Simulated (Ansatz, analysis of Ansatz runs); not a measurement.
# Migration in YSF (P4/nmm): H transfer from F to F, charge +1

Aim: the barrier of one jump in YSF (P4/nmm) at charge +1: H transfer from F to F. The model is a cell of 36 host atoms with 1 H put in; H is the atom that moves.

Calculated with Ansatz 0.2.0; plane-wave PAW DFT, LDA; relaxation of all atoms of a defect supercell at fixed charge in a uniform background.

**1. Set-up**

The cell holds 37 atoms: 12 Y, 12 S, 12 F and 1 H. Its edges and angles: a = 8.274 Å, b = 10.466 Å, c = 6.700 Å, α = 90.0°, β = 90.0°, γ = 108.4°. It derives from YSF (space group P4/nmm). Nearest the centre at fractional (0.167, 0.292, 0.000): H37 at 0.35 Å, F16 at 1.31 Å, F14 at 1.31 Å, Y4 at 2.00 Å, Y1 at 2.00 Å, S10 at 2.73 Å, S7 at 2.73 Å, F31 at 2.93 Å. The cell carries charge +1.

Coordinates:

```xyz
37
Lattice="7.4003 3.7001 0.0000 -7.4003 7.4003 0.0000 0.0000 0.0000 6.6996" Properties=species:S:1:pos:R:3 pbc="T T T"
Y     0.0000    1.8501    1.5117
Y     3.7001    1.8501    1.5117
Y     3.7001    5.5502    1.5117
Y    -1.8501    3.7001    5.1879
Y     1.8501    3.7001    5.1879
Y     5.5502    3.7001    5.1879
S     0.0000    1.8501    4.3076
S     3.7001    1.8501    4.3076
S     3.7001    5.5502    4.3076
S    -1.8501    3.7001    2.3919
S     1.8501    3.7001    2.3919
S     5.5502    3.7001    2.3919
F     0.0000    0.0000    0.0000
F     0.0000    3.7001    0.0000
F     3.7001    3.7001    0.0000
F    -1.8501    1.8501    0.0000
F     1.8501    1.8501    0.0000
F     1.8501    5.5502    0.0000
Y    -3.7001    5.5502    1.5117
Y     0.0000    5.5502    1.5117
Y     0.0000    9.2503    1.5117
Y    -5.5502    7.4003    5.1879
Y    -1.8501    7.4003    5.1879
Y     1.8501    7.4003    5.1879
S    -3.7001    5.5502    4.3076
S     0.0000    5.5502    4.3076
S     0.0000    9.2503    4.3076
S    -5.5502    7.4003    2.3919
S    -1.8501    7.4003    2.3919
S     1.8501    7.4003    2.3919
F    -3.7001    3.7001    0.0000
F    -3.7001    7.4003    0.0000
F     0.0000    7.4003    0.0000
F    -5.5502    5.5502    0.0000
F    -1.8501    5.5502    0.0000
F    -1.8501    9.2503    0.0000
H    -0.6796    3.0206    0.0000
```

The cell's shortest repeat is 6.7 Å.

**2. Relaxation of the start point, charge +1**

A barrier is counted from a minimum, so both ends are relaxed first. Small random displacements break the symmetry of the ideal sites, so that the defect can distort if it gains by it. The charge of +1 is set by the electron count, and a uniform background keeps the cell neutral.

qp1.start/input.yaml

```yaml
crystal:
  lattice:
    - [7.40027801, 3.700139, 0.0]
    - [-7.40027801, 7.40027801, 0.0]
    - [0.0, 0.0, 6.69955092]
  atoms:
    - { symbol: "Y", position: [0.16666667, 0.16666667, 0.2256396] }
    - { symbol: "Y", position: [0.5, 0.0, 0.2256396] }
    - { symbol: "Y", position: [0.83333333, 0.33333333, 0.2256396] }
    - { symbol: "Y", position: [0.16666667, 0.41666667, 0.7743604] }
    - { symbol: "Y", position: [0.5, 0.25, 0.7743604] }
    - { symbol: "Y", position: [0.83333333, 0.08333333, 0.7743604] }
    - { symbol: S, position: [0.16666667, 0.16666667, 0.64297043] }
    - { symbol: S, position: [0.5, 0.0, 0.64297043] }
    - { symbol: S, position: [0.83333333, 0.33333333, 0.64297043] }
    - { symbol: S, position: [0.16666667, 0.41666667, 0.35702957] }
    - { symbol: S, position: [0.5, 0.25, 0.35702957] }
    - { symbol: S, position: [0.83333333, 0.08333333, 0.35702957] }
    - { symbol: F, position: [0.0, 0.0, 0.0] }
    - { symbol: F, position: [0.33333333, 0.33333333, 0.0] }
    - { symbol: F, position: [0.66666667, 0.16666667, 0.0] }
    - { symbol: F, position: [0.0, 0.25, 0.0] }
    - { symbol: F, position: [0.33333333, 0.08333333, 0.0] }
    - { symbol: F, position: [0.66666667, 0.41666667, 0.0] }
    - { symbol: "Y", position: [0.16666667, 0.66666667, 0.2256396] }
    - { symbol: "Y", position: [0.5, 0.5, 0.2256396] }
    - { symbol: "Y", position: [0.83333333, 0.83333333, 0.2256396] }
    - { symbol: "Y", position: [0.16666667, 0.91666667, 0.7743604] }
    - { symbol: "Y", position: [0.5, 0.75, 0.7743604] }
    - { symbol: "Y", position: [0.83333333, 0.58333333, 0.7743604] }
    - { symbol: S, position: [0.16666667, 0.66666667, 0.64297043] }
    - { symbol: S, position: [0.5, 0.5, 0.64297043] }
    - { symbol: S, position: [0.83333333, 0.83333333, 0.64297043] }
    - { symbol: S, position: [0.16666667, 0.91666667, 0.35702957] }
    - { symbol: S, position: [0.5, 0.75, 0.35702957] }
    - { symbol: S, position: [0.83333333, 0.58333333, 0.35702957] }
    - { symbol: F, position: [0.0, 0.5, 0.0] }
    - { symbol: F, position: [0.33333333, 0.83333333, 0.0] }
    - { symbol: F, position: [0.66666667, 0.66666667, 0.0] }
    - { symbol: F, position: [0.0, 0.75, 0.0] }
    - { symbol: F, position: [0.33333333, 0.58333333, 0.0] }
    - { symbol: F, position: [0.66666667, 0.91666667, 0.0] }
    - { symbol: H, position: [0.21089, 0.302723, 0.0] }
total_charge: 1
basis:
  ecutwfc: 420
  xc_grid: 2
hamiltonian:
  xc: lda
kpoints:
  mp_grid: { grid: [1, 1, 1], shift: [0.25, 0.25, 0.25] }
scf:
  occupations: { method: fixed }
  max_iter: 80
output:
  forces: true
relax:
  f_tol: 0.02
  max_steps: 70
  random_displacement: { amplitude: 0.03, seed: 1316 }
```

On the command line:

```console
$ ansatz run input.yaml --threads 4 --pin off --max-ram 7536MiB --backend cpu --events-out ev --progress --plain --runs-dir out
```

Log:

```text
The last accepted step is kept in <dir> (removed where the run ends without a failure and the disk answers)
Engine: ansatz 0.2.0, x86_64-unknown-linux-gnu
Pseudopotentials: kind: paw
Pseudopotential: Y, paw, valence charge 11, recommended cutoff 420 eV (normal), Y.paw.azcp
Pseudopotential: S, paw, valence charge 6, recommended cutoff 420 eV (normal), S.paw.azcp
Pseudopotential: F, paw, valence charge 7, recommended cutoff 420 eV (normal), F.paw.azcp
Pseudopotential: H, paw, valence charge 1, recommended cutoff 420 eV (normal), H.paw.azcp
Functional definition: SPW92
  exchange = slater_x
  correlation = pw_c
Crystal: 37 atoms, lattice volume = 550.342 Å³
Basis set: ecut = 420 eV, 10765 PW (Γ), exchange–correlation on 120×144×90 points (8 copies of the dense FFT grid, shifted against one another)
Bands: 181, of which v1, the nominal top of the filled ones, is band 144 counted from 1 (143 counted from 0)
Symmetry: 1 space group operations
k-points: 1
Non-local potential: Y, projectors of the file, l = 0: 3, l = 1: 2, l = 2: 2, l = 3: 1
Non-local potential: S, projectors of the file, l = 0: 2, l = 1: 2, l = 2: 2
Non-local potential: F, projectors of the file, l = 0: 2, l = 1: 2, l = 2: 1
Non-local potential: H, projectors of the file, l = 0: 2, l = 1: 1
PAW form: soft (Blöchl's): semilocal exchange-correlation on the pseudo side does not see the compensation charge
PAW frozen core: Y, regenerated for the run's functional, and the local potential with it (the file was generated under x = pbe(κ = 0.804, μ = 0.219515), c = pbe(β = 0.066725))
PAW frozen core: S, regenerated for the run's functional, and the local potential with it (the file was generated under x = pbe(κ = 0.804, μ = 0.219515), c = pbe(β = 0.066725))
PAW frozen core: F, regenerated for the run's functional, and the local potential with it (the file was generated under x = pbe(κ = 0.804, μ = 0.219515), c = pbe(β = 0.066725))
PAW one-centre angular grid: Y, 590 points (default); XC on 64 Gauss nodes
PAW one-centre angular grid: S, 110 points (default); XC on 64 Gauss nodes
PAW one-centre angular grid: F, 110 points (default); XC on 64 Gauss nodes
PAW one-centre angular grid: H, 110 points (default); XC on 64 Gauss nodes
Initial density: superposition of atomic densities (neutral atoms scaled as one to the charged cell's electrons: chi_scale 0, normalization atom), corrected by the library's trained network
Initial wavefunctions: pseudopotential atomic-orbital guess
Functional: x = slater, c = lda
SCF iter   1: F=—  HF=-65009.053841 eV  |F-HF|=—  |Δ(HF+E_count)|=         —  Δρ=1.07e-2  dr2=1.15e0  ethr=1.77e-3  ⟨swp⟩=4.0  Hψ=503  notcnv=0  defer=35
preconditioner: auto → Resta (q_TF=auto, 2.449 Å⁻¹)  ε∞=3.7  [insulator: Δε(μ)=2.270 eV  Ē_g=15.636 eV  n_scr=128 (ndim 8)  ℏωp=25.6 eV  f_vac=0.000  ε∞_Penn≈3.7]
SCF iter   2: F=—  HF=-65008.766352 eV  |F-HF|=—  |Δ(HF+E_count)|=   2.87e-1  Δρ=4.28e-3  dr2=1.21e-1  ethr=4.01e-4  ⟨swp⟩=3.0  Hψ=232  notcnv=0  defer=35
SCF iter   3: F=—  HF=-65008.727865 eV  |F-HF|=—  |Δ(HF+E_count)|=   3.85e-2  Δρ=1.68e-3  dr2=1.54e-2  ethr=4.21e-5  ⟨swp⟩=3.0  Hψ=236  notcnv=0  defer=35
SCF iter   4: F=—  HF=-65008.723399 eV  |F-HF|=—  |Δ(HF+E_count)|=   4.47e-3  Δρ=8.55e-4  dr2=3.05e-3  ethr=5.36e-6  ⟨swp⟩=3.0  Hψ=284  notcnv=0  defer=35
SCF iter   5: F=—  HF=-65008.722577 eV  |F-HF|=—  |Δ(HF+E_count)|=   8.22e-4  Δρ=2.10e-4  dr2=1.65e-4  ethr=1.06e-6  ⟨swp⟩=2.0  Hψ=314  notcnv=0  defer=35
SCF iter   6: F=—  HF=-65008.722530 eV  |F-HF|=—  |Δ(HF+E_count)|=   4.65e-5  Δρ=4.03e-5  dr2=1.01e-5  ethr=5.74e-8  ⟨swp⟩=2.0  Hψ=286  notcnv=0  defer=35
SCF iter   7: F=-65008.722528 eV  HF=-65008.722529 eV  |F-HF|=8.27e-7  |Δ(HF+E_count)|=   1.27e-6  Δρ=1.82e-5  dr2=1.34e-6  ethr=3.47e-9  ⟨swp⟩=4.0  Hψ=545  notcnv=0
SCF 1 converged in 7 iterations: F = -65008.722528 eV  dr2 = 1.34e-6
  greatest PAW one-centre occupation: 0.992 electrons in one spin orbital (limit 2), on the Y atom at site 18 (counted from 0), in its partial waves of l = 0
relax step   1: F+E_penalty+E_count = -65008.72252802 eV  Δ(F+E_penalty+E_count) = +0.000e0 eV  max|allowed force component| = 3.111e0 eV/Å  Δτ_max = 0.0000 Å  (7 SCF iters, dr2 threshold 1.00e-5 eV, accepted)
[... the SCF cycles and remarks between the steps are left out from here to the last step ...]
relax step   2: F+E_penalty+E_count = -65010.08779635 eV  Δ(F+E_penalty+E_count) = -1.365e0 eV  max|allowed force component| = 1.285e0 eV/Å  Δτ_max = 0.1950 Å  (6 SCF iters, dr2 threshold 1.00e-4 eV, accepted)
relax step   3: F+E_penalty+E_count = -65010.40395577 eV  Δ(F+E_penalty+E_count) = -3.162e-1 eV  max|allowed force component| = 9.545e-1 eV/Å  Δτ_max = 0.1256 Å  (6 SCF iters, dr2 threshold 1.00e-4 eV, accepted)
relax step   4: F+E_penalty+E_count = -65010.54480568 eV  Δ(F+E_penalty+E_count) = -1.408e-1 eV  max|allowed force component| = 5.999e-1 eV/Å  Δτ_max = 0.2000 Å  (6 SCF iters, dr2 threshold 1.00e-4 eV, accepted)
relax step   5: F+E_penalty+E_count = -65010.54334004 eV  Δ(F+E_penalty+E_count) = +1.466e-3 eV  max|allowed force component| = 8.078e-1 eV/Å  Δτ_max = 0.0976 Å  (5 SCF iters, dr2 threshold 1.00e-4 eV, rejected (line search))
relax step   6: F+E_penalty+E_count = -65010.58248544 eV  Δ(F+E_penalty+E_count) = -3.768e-2 eV  max|allowed force component| = 8.859e-2 eV/Å  Δτ_max = 0.0475 Å  (7 SCF iters, accepted)
relax step   7: F+E_penalty+E_count = -65010.58300429 eV  Δ(F+E_penalty+E_count) = -5.188e-4 eV  max|allowed force component| = 9.553e-2 eV/Å  Δτ_max = 0.0386 Å  (6 SCF iters, dr2 threshold 4.90e-7 eV, accepted)
relax step   8: F+E_penalty+E_count = -65010.58472884 eV  Δ(F+E_penalty+E_count) = -1.725e-3 eV  max|allowed force component| = 8.640e-3 eV/Å  Δτ_max = 0.0108 Å  (5 SCF iters, dr2 threshold 5.70e-7 eV, accepted)
iter 1 solved again at ethr=9.06e-11 eV; its pass at ethr=3.10e-3 eV (dr2=2.61e-7 eV) is discarded
SCF iter   1: F=—  HF=-65010.584729 eV  |F-HF|=—  |Δ(HF+E_count)|=         —  Δρ=8.07e-6  dr2=2.61e-7  ethr=9.06e-11  ⟨swp⟩=1.0  Hψ=392  notcnv=0  defer=33
SCF iter   2: F=-65010.584729 eV  HF=-65010.584729 eV  |F-HF|=2.09e-8  |Δ(HF+E_count)|=   3.38e-8  Δρ=3.92e-6  dr2=8.03e-8  ethr=3.47e-11  ⟨swp⟩=3.0  Hψ=559  notcnv=0
SCF 9 converged in 2 iterations: F = -65010.584729 eV  dr2 = 8.03e-8
relax step   9: F+E_penalty+E_count = -65010.58472889 eV  Δ(F+E_penalty+E_count) = -4.904e-8 eV  max|allowed force component| = 8.642e-3 eV/Å  Δτ_max = 0.0000 Å  (2 SCF iters, accepted)
SCF converged after 2 iterations
Free energy (F): -65010.584729 eV
Harris-Foulkes:  -65010.584729 eV  (|F-HF|=2.09e-8)
Internal energy: -65010.584729 eV  (E = F + TS)
E sigma→0 (E₀):  -65010.584729 eV
Fermi energy:    9.987354 eV
--- Per-component energies (eV) ---
  E_band       = -1041.754513
  E_kinetic    = 7467.374608
  E_local      = -14777.277621  (includes V_loc(G=0)·N_el)
  E_nonlocal   = 1902.660744
  E_hartree    = 5307.278261
  E_xc         = -4192.885301
  E_vxc        = -4700.834123  (∫ρ·V_xc dr)
  E_paw        = -41768.170892  (= ΣΔE_a)
  E_vpaw       = -1548.263675  (= ΣTr[D̂ρ^β])
  E_aug_tail   = 0.023707  (compensation charges beyond the density's cutoff)
  E_ewald      = -18956.740656
  E_core_change = 7.152421  (= ΣΔE_core)
  E_smearing   = -0.000000  (= −TS)
  E_closure    = 0.000000  (closes the sum)
  E_deformation_potential = 18.637629  (in the stress; not in F)
  Σ components = -65010.584729   (vs F -65010.584729, Δ=0.00e0)
--- Forces (eV/Å), atoms counted from 1 ---
  atom   1  Y      0.00290025    -0.00207775     0.00107314
  atom   2  Y     -0.00134788    -0.00227865     0.00053403
  atom   3  Y      0.00285054     0.00078676    -0.00161953
  atom   4  Y     -0.00142075     0.00007599     0.00245307
  atom   5  Y     -0.00154656    -0.00262799    -0.00007152
  atom   6  Y     -0.00032407     0.00153923    -0.00184383
  atom   7  S     -0.00864453    -0.00172966     0.00018725
  atom   8  S     -0.00791924    -0.00000108    -0.00116743
  atom   9  S     -0.00353561    -0.00218443    -0.00111302
  atom  10  S      0.00440077    -0.00243207    -0.00146961
  atom  11  S      0.00336362     0.00330578     0.00033232
  atom  12  S      0.00668438     0.00210874    -0.00089795
  atom  13  F      0.00090001     0.00015317     0.00099420
  atom  14  F      0.00025650     0.00500873    -0.00030287
  atom  15  F      0.00074738     0.00176095     0.00207724
  atom  16  F     -0.00145654    -0.00073729    -0.00101874
  atom  17  F     -0.00015261     0.00115742    -0.00130645
  atom  18  F     -0.00076371    -0.00001741    -0.00134855
  atom  19  Y      0.00158901     0.00226453    -0.00150355
  atom  20  Y     -0.00028943    -0.00351962     0.00230682
  atom  21  Y      0.00005611    -0.00076775     0.00009997
  atom  22  Y     -0.00064710    -0.00079203    -0.00142252
  atom  23  Y     -0.00054359     0.00112041    -0.00089036
  atom  24  Y     -0.00150762     0.00482143     0.00090525
  atom  25  S     -0.00300164    -0.00193784    -0.00012158
  atom  26  S      0.00027490    -0.00081311    -0.00075612
  atom  27  S     -0.00584599     0.00043272    -0.00091900
  atom  28  S      0.00420439     0.00318267     0.00063273
  atom  29  S      0.00663269    -0.00151603    -0.00059687
  atom  30  S      0.00194863    -0.00173189    -0.00012159
  atom  31  F     -0.00097194    -0.00074031     0.00240804
  atom  32  F      0.00084729    -0.00020777    -0.00017491
  atom  33  F     -0.00036275     0.00006649    -0.00168334
  atom  34  F     -0.00017368    -0.00122397     0.00143786
  atom  35  F      0.00063026     0.00003531     0.00122183
  atom  36  F      0.00101883     0.00050163     0.00144124
  atom  37  H      0.00105702    -0.00103094     0.00232108
  max |Σ_I F_I| component: 9.27e-5 eV/Å
--- Relaxed structure (9 steps of the walk, 8 accepted, 0 SCFs on fresh bases) ---
  F+E_penalty+E_count = -65010.58472889 eV   max|allowed force component| = 8.642e-3 eV/Å
  atoms:
    - { symbol: Y, position: [0.168470, 0.151456, 0.262560] }
    - { symbol: Y, position: [0.503944, 0.000701, 0.224815] }
    - { symbol: Y, position: [0.831755, 0.337079, 0.228098] }
    - { symbol: Y, position: [0.166361, 0.431627, 0.737328] }
    - { symbol: Y, position: [0.503076, 0.245935, 0.771906] }
    - { symbol: Y, position: [0.831575, 0.077926, 0.771575] }
    - { symbol: S, position: [0.166934, 0.166981, 0.656261] }
    - { symbol: S, position: [0.499309, -0.001235, 0.643310] }
    - { symbol: S, position: [0.832881, 0.332150, 0.642899] }
    - { symbol: S, position: [0.167996, 0.416076, 0.343669] }
    - { symbol: S, position: [0.501940, 0.250859, 0.357085] }
    - { symbol: S, position: [0.834959, 0.084683, 0.357140] }
    - { symbol: F, position: [0.002351, 0.001063, 0.007183] }
    - { symbol: F, position: [0.312733, 0.327348, 0.000366] }
    - { symbol: F, position: [0.678426, 0.169333, -0.000176] }
    - { symbol: F, position: [0.021925, 0.255491, -0.000414] }
    - { symbol: F, position: [0.337401, 0.084821, 0.006348] }
    - { symbol: F, position: [0.656355, 0.413650, 0.000148] }
    - { symbol: Y, position: [0.167989, 0.666779, 0.218730] }
    - { symbol: Y, position: [0.503304, 0.505112, 0.228408] }
    - { symbol: Y, position: [0.833621, 0.833543, 0.225136] }
    - { symbol: Y, position: [0.166837, 0.916245, 0.781285] }
    - { symbol: Y, position: [0.501219, 0.749488, 0.774900] }
    - { symbol: Y, position: [0.830871, 0.582279, 0.775158] }
    - { symbol: S, position: [0.165654, 0.671667, 0.637303] }
    - { symbol: S, position: [0.499811, 0.498371, 0.642883] }
    - { symbol: S, position: [0.833369, 0.832201, 0.643083] }
    - { symbol: S, position: [0.169144, 0.911380, 0.362664] }
    - { symbol: S, position: [0.501464, 0.750820, 0.356949] }
    - { symbol: S, position: [0.835606, 0.584238, 0.356699] }
    - { symbol: F, position: [-0.002576, 0.498146, -0.006408] }
    - { symbol: F, position: [0.334352, 0.833421, 0.000189] }
    - { symbol: F, position: [0.667724, 0.666671, 0.000418] }
    - { symbol: F, position: [0.000480, 0.749599, -0.000214] }
    - { symbol: F, position: [0.332442, 0.581953, -0.007259] }
    - { symbol: F, position: [0.667101, 0.916328, -0.000380] }
    - { symbol: H, position: [0.167327, 0.291400, -0.000221] }
```

The job ended after 29 s (4 threads of Intel Xeon Platinum 8488C (Sapphire Rapids), shared host; peak memory 0.85 GiB; 96 s of CPU time).

Step by step:

```tsv
step	energy less that of the first step (eV)	largest force component (eV/Å)
1	0.0000	3.1111
2	-1.3653	1.2850
3	-1.6814	0.9545
4	-1.8223	0.5999
5	-1.8208	0.8078
6	-1.8600	0.0886
7	-1.8605	0.0955
8	-1.8622	0.0086
9	-1.8622	0.0086
```

Relaxation step 5 was tried and not accepted.

The atoms that moved most (Å, from the sites as typed, ahead of the random displacement, the mean shift of all atoms taken out):

```tsv
atom	dx	dy	dz	length
H37	-0.239	-0.240	-0.001	0.338
Y4	-0.113	0.115	-0.248	0.296
Y1	0.126	-0.101	0.247	0.295
F16	0.122	0.127	-0.003	0.176
F14	-0.108	-0.115	0.003	0.158
F15	0.067	0.068	-0.001	0.096
S10	0.014	0.006	-0.089	0.091
S7	0.000	0.008	0.089	0.090
```

The relaxed structure:

```xyz
37
Lattice="7.4003 3.7001 0.0000 -7.4003 7.4003 0.0000 0.0000 0.0000 6.6996" Properties=species:S:1:pos:R:3 pbc="T T T"
Y     0.1259    1.7442    1.7590
Y     3.7241    1.8699    1.5062
Y     3.6607    5.5721    1.5282
Y    -1.9630    3.8097    4.9398
Y     1.9029    3.6814    5.1714
Y     5.5772    3.6536    5.1692
S    -0.0004    1.8534    4.3967
S     3.7042    1.8384    4.3099
S     3.7056    5.5398    4.3071
S    -1.8359    3.7007    2.3024
S     1.8581    3.7137    2.3923
S     5.5523    3.7161    2.3927
F     0.0095    0.0166    0.0481
F    -0.1082    3.5796    0.0025
F     3.7674    3.7634   -0.0012
F    -1.7284    1.9718   -0.0028
F     1.8692    1.8761    0.0425
F     1.7961    5.4897    0.0010
Y    -3.6912    5.5559    1.4654
Y    -0.0134    5.6003    1.5302
Y     0.0006    9.2530    1.5083
Y    -5.5458    7.3978    5.2343
Y    -1.8373    7.4010    5.1915
Y     1.8397    7.3834    5.1932
S    -3.7446    5.5835    4.2696
S     0.0107    5.5375    4.3070
S     0.0086    9.2421    4.3084
S    -5.4928    7.3703    2.4297
S    -1.8453    7.4118    2.3914
S     1.8602    7.4154    2.3897
F    -3.7055    3.6769   -0.0429
F    -3.6933    7.4047    0.0013
F     0.0078    7.4042    0.0028
F    -5.5437    5.5490   -0.0014
F    -1.8464    5.5367   -0.0486
F    -1.8443    9.2495   -0.0026
H    -0.9182    2.7756   -0.0015
```

Neighbours of H37 at the end:

```tsv
atom	distance (Å)
F16	1.141
F14	1.141
Y4	2.292
Y1	2.292
S7	2.644
S10	2.647
F13	2.911
F35	2.913
F17	2.929
F31	2.930
```

Atoms that came to bonding distance: F16–H37 1.14 Å (from 1.66).

Numbers from this step:

| Item | Value |
| --- | --- |
| free energy | -65010.5847 eV |
| largest move from the ideal geometry of this structure, a common shift of the far atoms taken out | 0.3530 Å |

The relaxation gained 1.862 eV and ended with a largest force component of 0.0086 eV/Å.

(Continued in part 2 of 2.)

[Long decimals in the printed logs are rounded to 6 places.]

[Repeated set-up lines and some long k-point lines are left out of the logs, and relaxed atomic positions are cut to six decimals.]

[Logs are printed without paths, hosts, clocks, repeated set-up lines and the standing remarks that a program may print on its own settings, such as how far it seeks lower states.]

[Hosts, paths, dates, database ids (printed as entryN), source tags and the programs' standing remarks are cut or masked in the printed files.]
